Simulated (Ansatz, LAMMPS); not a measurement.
# Amorphous polyisobutylene (as short chains C10H22) at 400 K (64 atoms): support functions against a reference, part 2 of 3

Wanted: errors and times of a linear-scaling basis for amorphous polyisobutylene (as short chains C10H22) at 400 K (64 atoms). A setting counts as converged where the r.m.s. difference of forces stays under 1 % of the r.m.s. force.

Ansatz 0.2.0; Kohn-Sham DFT, PBE+D3(BJ), PAW (set soft_2), plane waves.

The cell: 20 C and 44 H. The network of contacts between molecules at the start is that of the classical potential that made the cell. The density was typed from a rule of thumb and may lie off the real one at this temperature. Only the Γ point is sampled, in a cell whose shortest periodic width is 8 Å.

So far. Step 4 (Support functions low): Forces differ from the reference by 6.5 meV/Å r.m.s., 0.63 % of their size, within a tolerance of 1 %; the energy by -3.6 meV/atom. Step 5 (Support functions medium): Forces differ from the reference by 6.3 meV/Å r.m.s., 0.62 % of their size, within a tolerance of 1 %; the energy by -3.6 meV/atom.

### Step 6. Support functions high

With localised support functions most steps grow linearly with size, though the diagonalisation grows faster unless the density matrix is cut; this run measures error and cost at this size.

This step: Kohn-Sham DFT, PBE+D3(BJ), PAW (set soft_2), localised support functions (high) (Ansatz 0.2.0).

input.yaml reads:

```yaml
crystal:
  lattice:
    - [8.31826, 0.0, 0.0]
    - [0.0, 8.31826, 0.0]
    - [0.0, 0.0, 8.31826]
  atoms:
    [... the 64 atom lines of step 3 ...]
kpoints:
  mp_grid: { grid: [1, 1, 1] }
hamiltonian:
  xc: pbe
  dispersion: d3bj
scf:
  occupations: { method: gaussian, width: 0.05 }
  eigensolver: { kind: { support_functions: { accuracy: high } } }
  max_iter: 150
output:
  forces: true
  eigenvalues: true
```

Run with:

```
> ansatz run input.yaml --threads 4 --pin off --max-ram 8192MiB --backend cpu --events-out ev --progress --plain --runs-dir out
```

Output:

```text
[...]
Crystal: 64 atoms, lattice volume = 575.569 Å³
Basis set: ecut = 420 eV, 11123 PW (Γ), exchange–correlation on 120×120×120 points (8 copies of the dense FFT grid, shifted against one another)
Bands: 75, of which v1, the nominal top of the filled ones, is band 62 counted from 1 (61 counted from 0)
Symmetry: 1 space group operations
k-points: 1
[...]
SCF iter   1: F=—  HF=-5751.168808 eV  |F-HF|=—  |Δ(HF+E_count)|=         —  Δρ=1.22e-1  dr2=1.01e2  ethr=1.00e-1
[...]
SCF iter  18: F=—  HF=-5728.117754 eV  |F-HF|=—  |Δ(HF+E_count)|=   6.34e-9  Δρ=3.27e-8  dr2=8.33e-12  ethr=1.00e-12  κ⁻¹=2.1e-6(r=7)
SCF iter  19: F=-5728.117754 eV  HF=-5728.117754 eV  |F-HF|=0.00e0  |Δ(HF+E_count)|=   4.43e-9  Δρ=9.12e-9  dr2=6.82e-13  ethr=1.00e-12
SCF 1 converged in 19 iterations: F = -5728.117754 eV  dr2 = 6.82e-13
[...]
SCF converged after 19 iterations
[...]
Free energy (F): -5728.117754 eV
[...]
Internal energy: -5728.117754 eV  (E = F + TS)
E sigma→0 (E₀):  -5728.117754 eV
Fermi energy:    0.709790 eV
[...]
Σ components = -5728.117754   (vs F -5728.117754, Δ=0.00e0)
--- Forces (eV/Å), atoms counted from 1 ---
  atom   1  C     -0.53433080     0.68966549    -1.67648003
  atom   2  C      2.26531158    -0.14792437     0.08191384
  atom   3  C     -1.56327443    -0.49709557     1.25080477
  atom   4  C     -0.06975685     0.40908834    -0.41772621
[...]
atom  64  H      0.59964819     1.68909581     0.78582296
  max |Σ_I F_I| component: 4.90e-4 eV/Å
--- Band table (eV) ---
[...]
```

It took 2.3 min on 4 threads of Arm Neoverse V1, shared host; peak memory 2 GiB.

Keys that differ from the reference: support_functions.accuracy = "high" and scf.max_iter = 150.

Forces differ from the reference by 6.2 meV/Å r.m.s., 0.60 % of their size, within a tolerance of 1 %; the energy by -3.6 meV/atom.

### Step 7. Support functions medium, spacing 0.411 Å

The grid spacing sets how fine a wave the support functions can hold.

This step: Kohn-Sham DFT, PBE+D3(BJ), PAW (set soft_2), localised support functions (medium) (Ansatz 0.2.0).

input.yaml, the sections that differ from step 6:

```yaml
scf:
  occupations: { method: gaussian, width: 0.05 }
  eigensolver: { kind: { support_functions: { accuracy: medium, spacing: 0.411 } } }
  max_iter: 150
# crystal, kpoints, hamiltonian, output: as in step 6
```

Output:

```text
[...]
Crystal: 64 atoms, lattice volume = 575.569 Å³
Basis set: ecut = 420 eV, 11123 PW (Γ), exchange–correlation on 120×120×120 points (8 copies of the dense FFT grid, shifted against one another)
Bands: 75, of which v1, the nominal top of the filled ones, is band 62 counted from 1 (61 counted from 0)
Symmetry: 1 space group operations
k-points: 1
[...]
SCF iter   1: F=—  HF=-5749.021982 eV  |F-HF|=—  |Δ(HF+E_count)|=         —  Δρ=1.21e-1  dr2=9.95e1  ethr=1.00e-1
[...]
SCF iter  11: F=-5726.000346 eV  HF=-5726.000346 eV  |F-HF|=2.29e-8  |Δ(HF+E_count)|=   4.90e-5  Δρ=4.09e-6  dr2=1.97e-7  ethr=1.17e-9
SCF 1 converged in 11 iterations: F = -5726.000496 eV  dr2 = 1.97e-7
[...]
SCF converged after 11 iterations
[...]
Free energy (F): -5726.000496 eV
[...]
Internal energy: -5726.000496 eV  (E = F + TS)
E sigma→0 (E₀):  -5726.000496 eV
Fermi energy:    0.712666 eV
[...]
--- Forces (eV/Å), atoms counted from 1 ---
  atom   1  C     -0.45236168     0.53581699    -1.71981921
  atom   2  C      2.16192779    -0.01328955     0.08433301
  atom   3  C     -1.51140351    -0.43102213     1.11986385
  atom   4  C      0.03769981     0.54350364    -0.47470484
  atom   5  C      0.88762405    -1.97182125    -1.44192243
  atom   6  C     -0.11799602     0.85640006     0.48909856
  atom   7  C     -0.26210824     0.47893163    -0.44984800
  atom   8  C     -2.33155472     0.22008372    -0.19840688
  atom   9  C      2.02755133     0.48616771    -0.30223504
  atom  10  C     -0.41643252    -2.09015637     1.10896417
  atom  11  H      0.17667375    -0.29829351     0.66233345
  atom  12  H      0.30477103     0.90157244     0.04167168
  atom  13  H     -0.49050248    -1.28299696     0.16913129
  atom  14  H     -0.82900591     0.19777458     0.16954270
[...]
atom  63  H     -1.61770624     1.14787861    -0.13146023
  atom  64  H      0.54768128     1.66386126     0.74275200
  max |Σ_I F_I| component: 6.22e-1 eV/Å
--- Band table (eV) ---
[...]
```

It took 20 s on 4 threads; peak memory 0.82 GiB.

The program notes that the forces don't sum to zero within tolerance and the grid leaves an egg-box force.

Forces differ from the reference by 87 meV/Å r.m.s., 8.5 % of their size, far over a tolerance of 1 %; the energy by +30 meV/atom and the gap by -0.029 eV. The setting is coarser than the default on purpose.

### Step 8. Support functions medium, spacing 0.343 Å

The grid spacing sets how fine a wave the support functions can hold.

input.yaml, the sections that differ from step 7:

```yaml
scf:
  occupations: { method: gaussian, width: 0.05 }
  eigensolver: { kind: { support_functions: { accuracy: medium, spacing: 0.343 } } }
  max_iter: 150
# crystal, kpoints, hamiltonian, output: as in step 7
```

Output:

```text
[...]
Crystal: 64 atoms, lattice volume = 575.569 Å³
Basis set: ecut = 420 eV, 11123 PW (Γ), exchange–correlation on 120×120×120 points (8 copies of the dense FFT grid, shifted against one another)
Bands: 75, of which v1, the nominal top of the filled ones, is band 62 counted from 1 (61 counted from 0)
Symmetry: 1 space group operations
k-points: 1
[...]
SCF iter   1: F=—  HF=-5750.949174 eV  |F-HF|=—  |Δ(HF+E_count)|=         —  Δρ=1.21e-1  dr2=9.94e1  ethr=1.00e-1
[...]
SCF iter  10: F=-5727.907412 eV  HF=-5727.907411 eV  |F-HF|=2.49e-7  |Δ(HF+E_count)|=   1.26e-4  Δρ=9.10e-6  dr2=9.26e-7  ethr=6.01e-9
SCF 1 converged in 10 iterations: F = -5727.907770 eV  dr2 = 9.26e-7
[...]
SCF converged after 10 iterations
[...]
Free energy (F): -5727.907770 eV
[...]
Internal energy: -5727.907770 eV  (E = F + TS)
E sigma→0 (E₀):  -5727.907770 eV
Fermi energy:    0.710034 eV
[...]
--- Forces (eV/Å), atoms counted from 1 ---
  atom   1  C     -0.52407776     0.68376381    -1.69727760
  atom   2  C      2.26403470    -0.14355812     0.07953042
  atom   3  C     -1.56269797    -0.48888657     1.24468131
  atom   4  C     -0.07390127     0.40638793    -0.40386420
  atom   5  C      0.93034930    -1.90305658    -1.52569040
  atom   6  C      0.01909129     0.98272182     0.66039365
  atom   7  C     -0.24006366     0.32178042    -0.28847599
  atom   8  C     -2.16117020     0.17862214    -0.16246630
  atom   9  C      2.23443136     0.45149864    -0.24581799
  atom  10  C     -0.29525940    -2.04791457     1.29919778
  atom  11  H      0.21865881    -0.30684530     0.70250943
  atom  12  H      0.33595380     0.91597252     0.12087797
  atom  13  H     -0.51382532    -1.42461671     0.27616782
  atom  14  H     -0.80188827     0.21378279     0.17541714
[...]
atom  63  H     -1.58375526     1.34018126    -0.16488695
  atom  64  H      0.59519694     1.68729229     0.78136390
  max |Σ_I F_I| component: 5.79e-2 eV/Å
--- Band table (eV) ---
[...]
```

Run time: 21 s. Hardware: 4 threads; peak memory 0.9 GiB.

Forces differ from the reference by 14 meV/Å r.m.s., 1.4 % of their size, over a tolerance of 1 %; the energy by -0.30 meV/atom. The setting is coarser than the default on purpose.

### Step 9. Support functions medium, spacing 0.297 Å

The grid spacing sets how fine a wave the support functions can hold.

input.yaml, the sections that differ from step 8:

```yaml
scf:
  occupations: { method: gaussian, width: 0.05 }
  eigensolver: { kind: { support_functions: { accuracy: medium, spacing: 0.297 } } }
  max_iter: 150
# crystal, kpoints, hamiltonian, output: as in step 8
```

Output:

```text
[...]
Crystal: 64 atoms, lattice volume = 575.569 Å³
Basis set: ecut = 420 eV, 11123 PW (Γ), exchange–correlation on 120×120×120 points (8 copies of the dense FFT grid, shifted against one another)
Bands: 75, of which v1, the nominal top of the filled ones, is band 62 counted from 1 (61 counted from 0)
Symmetry: 1 space group operations
k-points: 1
[...]
SCF iter   1: F=—  HF=-5750.925320 eV  |F-HF|=—  |Δ(HF+E_count)|=         —  Δρ=1.21e-1  dr2=9.94e1  ethr=1.00e-1
[...]
SCF iter  10: F=-5727.889972 eV  HF=-5727.889972 eV  |F-HF|=2.49e-7  |Δ(HF+E_count)|=   1.26e-4  Δρ=9.10e-6  dr2=9.26e-7  ethr=6.01e-9
SCF 1 converged in 10 iterations: F = -5727.890331 eV  dr2 = 9.26e-7
[...]
SCF converged after 10 iterations
[...]
Free energy (F): -5727.890331 eV
[...]
Internal energy: -5727.890331 eV  (E = F + TS)
E sigma→0 (E₀):  -5727.890331 eV
Fermi energy:    0.710086 eV
[...]
--- Forces (eV/Å), atoms counted from 1 ---
  atom   1  C     -0.52385541     0.68535220    -1.69724863
  atom   2  C      2.26435305    -0.14647015     0.07991604
  atom   3  C     -1.56264118    -0.48857751     1.24463525
  atom   4  C     -0.07452704     0.40248060    -0.40337890
  atom   5  C      0.92852773    -1.90419319    -1.52516448
  atom   6  C      0.01913939     0.98256374     0.66262818
  atom   7  C     -0.23981028     0.32175984    -0.28865460
  atom   8  C     -2.16172289     0.17857696    -0.16223549
  atom   9  C      2.23357198     0.45155411    -0.24469617
  atom  10  C     -0.29454358    -2.04773986     1.29952858
  atom  11  H      0.21912532    -0.30541215     0.70246916
  atom  12  H      0.33502362     0.91679119     0.12061249
  atom  13  H     -0.51385430    -1.42644599     0.27769735
  atom  14  H     -0.80211657     0.21412834     0.17413780
[...]
atom  63  H     -1.58298827     1.33971319    -0.16295272
  atom  64  H      0.59443388     1.68788340     0.78037338
  max |Σ_I F_I| component: 7.00e-2 eV/Å
--- Band table (eV) ---
[...]
```

The job ended after 19 s (4 threads; peak memory 0.9 GiB).

Forces differ from the reference by 15 meV/Å r.m.s., 1.4 % of their size, over a tolerance of 1 %. The setting is coarser than the default on purpose.

### Step 10. Support functions medium, spacing 0.263 Å

The grid spacing sets how fine a wave the support functions can hold.

input.yaml, the sections that differ from step 9:

```yaml
scf:
  occupations: { method: gaussian, width: 0.05 }
  eigensolver: { kind: { support_functions: { accuracy: medium, spacing: 0.263 } } }
  max_iter: 150
# crystal, kpoints, hamiltonian, output: as in step 9
```

Output:

```text
[...]
Crystal: 64 atoms, lattice volume = 575.569 Å³
Basis set: ecut = 420 eV, 11123 PW (Γ), exchange–correlation on 120×120×120 points (8 copies of the dense FFT grid, shifted against one another)
Bands: 75, of which v1, the nominal top of the filled ones, is band 62 counted from 1 (61 counted from 0)
Symmetry: 1 space group operations
k-points: 1
[...]
SCF iter   1: F=—  HF=-5751.198492 eV  |F-HF|=—  |Δ(HF+E_count)|=         —  Δρ=1.21e-1  dr2=9.97e1  ethr=1.00e-1
[...]
SCF iter   9: F=—  HF=-5728.119718 eV  |F-HF|=—  |Δ(HF+E_count)|=   2.65e-4  Δρ=3.42e-5  dr2=1.02e-5  ethr=7.57e-8  κ⁻¹=6.1e-7(r=7)
SCF iter  10: F=-5728.119853 eV  HF=-5728.119853 eV  |F-HF|=5.88e-10  |Δ(HF+E_count)|=   1.35e-4  Δρ=1.24e-5  dr2=1.27e-6  ethr=8.24e-9
SCF 1 converged in 10 iterations: F = -5728.120230 eV  dr2 = 1.27e-6
[...]
SCF converged after 10 iterations
[...]
Free energy (F): -5728.120230 eV
[...]
Internal energy: -5728.120230 eV  (E = F + TS)
E sigma→0 (E₀):  -5728.120230 eV
Fermi energy:    0.709706 eV
[...]
Σ components = -5728.120230   (vs F -5728.120230, Δ=0.00e0)
--- Forces (eV/Å), atoms counted from 1 ---
  atom   1  C     -0.53246216     0.69379025    -1.67788550
  atom   2  C      2.26513870    -0.15046724     0.08173478
  atom   3  C     -1.56437035    -0.49755747     1.25126825
  atom   4  C     -0.07344531     0.41010960    -0.41851344
[...]
atom  64  H      0.60011345     1.68898472     0.78617733
  max |Σ_I F_I| component: 3.13e-2 eV/Å
--- Band table (eV) ---
[...]
```

Run time: 20 s. Hardware: 4 threads; peak memory 0.94 GiB.

Keys that differ from the reference: support_functions.accuracy = "medium", support_functions.spacing = 0.263 and scf.max_iter = 150.

Forces differ from the reference by 6.1 meV/Å r.m.s., 0.59 % of their size, within a tolerance of 1 %; the energy by -3.6 meV/atom.

### Step 11. Support functions medium, spacing 0.206 Å

The grid spacing sets how fine a wave the support functions can hold.

input.yaml, the sections that differ from step 10:

```yaml
scf:
  occupations: { method: gaussian, width: 0.05 }
  eigensolver: { kind: { support_functions: { accuracy: medium, spacing: 0.206 } } }
  max_iter: 150
# crystal, kpoints, hamiltonian, output: as in step 10
```

Output:

```text
[...]
Crystal: 64 atoms, lattice volume = 575.569 Å³
Basis set: ecut = 420 eV, 11123 PW (Γ), exchange–correlation on 120×120×120 points (8 copies of the dense FFT grid, shifted against one another)
Bands: 75, of which v1, the nominal top of the filled ones, is band 62 counted from 1 (61 counted from 0)
Symmetry: 1 space group operations
k-points: 1
[...]
SCF iter   1: F=—  HF=-5751.253118 eV  |F-HF|=—  |Δ(HF+E_count)|=         —  Δρ=1.21e-1  dr2=9.96e1  ethr=1.00e-1
[...]
SCF iter  10: F=—  HF=-5728.116605 eV  |F-HF|=—  |Δ(HF+E_count)|=   1.75e-4  Δρ=1.69e-5  dr2=2.28e-6  ethr=1.13e-8  κ⁻¹=2.3e-7(r=7)
SCF iter  11: F=-5728.116718 eV  HF=-5728.116719 eV  |F-HF|=7.21e-8  |Δ(HF+E_count)|=   1.13e-4  Δρ=4.22e-6  dr2=1.51e-7  ethr=1.83e-9
SCF 1 converged in 11 iterations: F = -5728.117243 eV  dr2 = 1.51e-7
[...]
SCF converged after 11 iterations
[...]
Free energy (F): -5728.117243 eV
[...]
Internal energy: -5728.117243 eV  (E = F + TS)
E sigma→0 (E₀):  -5728.117243 eV
Fermi energy:    0.709866 eV
[...]
Σ components = -5728.117243   (vs F -5728.117243, Δ=0.00e0)
--- Forces (eV/Å), atoms counted from 1 ---
  atom   1  C     -0.53428383     0.68971995    -1.67700366
  atom   2  C      2.26572207    -0.14740321     0.08199411
  atom   3  C     -1.56344570    -0.49717480     1.25079048
  atom   4  C     -0.06968346     0.40929889    -0.41725426
[...]
atom  64  H      0.59959649     1.68901403     0.78583029
  max |Σ_I F_I| component: 4.21e-4 eV/Å
--- Band table (eV) ---
[...]
```

The job ended after 36 s (4 threads; peak memory 1.5 GiB; 2.3 min of CPU time).

Keys that differ from the reference: support_functions.accuracy = "medium", support_functions.spacing = 0.206 and scf.max_iter = 150.

Forces differ from the reference by 6.4 meV/Å r.m.s., 0.62 % of their size, within a tolerance of 1 %; the energy by -3.6 meV/atom.

### Step 12. Support functions medium, spacing 0.183 Å

The grid spacing sets how fine a wave the support functions can hold.

input.yaml, the sections that differ from step 11:

```yaml
scf:
  occupations: { method: gaussian, width: 0.05 }
  eigensolver: { kind: { support_functions: { accuracy: medium, spacing: 0.183 } } }
  max_iter: 150
# crystal, kpoints, hamiltonian, output: as in step 11
```

Output:

```text
[...]
Crystal: 64 atoms, lattice volume = 575.569 Å³
Basis set: ecut = 420 eV, 11123 PW (Γ), exchange–correlation on 120×120×120 points (8 copies of the dense FFT grid, shifted against one another)
Bands: 75, of which v1, the nominal top of the filled ones, is band 62 counted from 1 (61 counted from 0)
Symmetry: 1 space group operations
k-points: 1
[...]
SCF iter   1: F=—  HF=-5751.253864 eV  |F-HF|=—  |Δ(HF+E_count)|=         —  Δρ=1.21e-1  dr2=9.96e1  ethr=1.00e-1
[...]
SCF iter  10: F=—  HF=-5728.117063 eV  |F-HF|=—  |Δ(HF+E_count)|=   1.75e-4  Δρ=1.69e-5  dr2=2.28e-6  ethr=1.13e-8  κ⁻¹=2.3e-7(r=7)
SCF iter  11: F=-5728.117177 eV  HF=-5728.117177 eV  |F-HF|=7.22e-8  |Δ(HF+E_count)|=   1.13e-4  Δρ=4.22e-6  dr2=1.51e-7  ethr=1.83e-9
SCF 1 converged in 11 iterations: F = -5728.117701 eV  dr2 = 1.51e-7
[...]
SCF converged after 11 iterations
[...]
Free energy (F): -5728.117701 eV
[...]
Internal energy: -5728.117701 eV  (E = F + TS)
E sigma→0 (E₀):  -5728.117701 eV
Fermi energy:    0.709866 eV
[...]
Σ components = -5728.117701   (vs F -5728.117701, Δ=0.00e0)
--- Forces (eV/Å), atoms counted from 1 ---
  atom   1  C     -0.53436067     0.68987789    -1.67659057
  atom   2  C      2.26548695    -0.14764487     0.08190059
  atom   3  C     -1.56341564    -0.49720395     1.25082556
  atom   4  C     -0.06976432     0.40918066    -0.41763038
[...]
atom  64  H      0.59961875     1.68906749     0.78583430
  max |Σ_I F_I| component: 4.46e-4 eV/Å
--- Band table (eV) ---
[...]
```

Run time: 39 s. Hardware: 4 threads; peak memory 1.5 GiB.

Keys that differ from the reference: support_functions.accuracy = "medium", support_functions.spacing = 0.183 and scf.max_iter = 150.

Forces differ from the reference by 6.2 meV/Å r.m.s., 0.61 % of their size, within a tolerance of 1 %; the energy by -3.6 meV/atom.

### Step 13. Another try, on a changed input

The input is spoilt on purpose; the run shows how that looks.

This step: Kohn-Sham DFT, PBE+D3(BJ), PAW (set soft_2), localised support functions (low), truncated density matrix (Ansatz 0.2.0).

input.yaml, the sections that differ from step 12:

```yaml
scf:
  occupations: { method: gaussian, width: 0.05 }
  eigensolver:
    kind:
      support_functions: { accuracy: low, density_matrix: { truncated: {} } }
  max_iter: 60
output:
  forces: true
  eigenvalues: true
  populations: true
# crystal, kpoints, hamiltonian: as in step 12
```

Output:

```text
Error: 2 input errors — fix all and re-run
  1. scf.eigensolver.kind.support_functions.density_matrix.truncated with output.eigenvalues: true / output.band_residual_tolerance — output.eigenvalues: true solves for levels over bands that are not computed with a truncated density matrix; leave output.eigenvalues out, or use density_matrix: full
  2. scf.eigensolver.kind.support_functions.density_matrix.truncated with output.populations / output.dos.projected / output.hubbard — populations and occupation matrices are of bands that are not computed with a truncated density matrix; use density_matrix: full
```

Elapsed: 0.03 s, on 4 threads; peak memory 0.032 GiB.

The program refused the input before any cycle.

The program's message: “Error: 2 input errors — fix all and re-run”

The fault in the input: levels asked of a truncated density matrix (support_functions.accuracy = "low" and support_functions.density_matrix.truncated = {}). The fix is to ask for no levels or populations, or keep the full density matrix.

[end of part 2 of 3]

[Long decimals in the printed logs are rounded to 6 places.]

[Logs are printed without paths, hosts, clocks, repeated set-up lines and the standing remarks that a program may print on its own settings, such as how far it seeks lower states.]

[Hosts, paths, dates, database ids (printed as entryN), source tags and the programs' standing remarks are cut or masked in the printed files.]
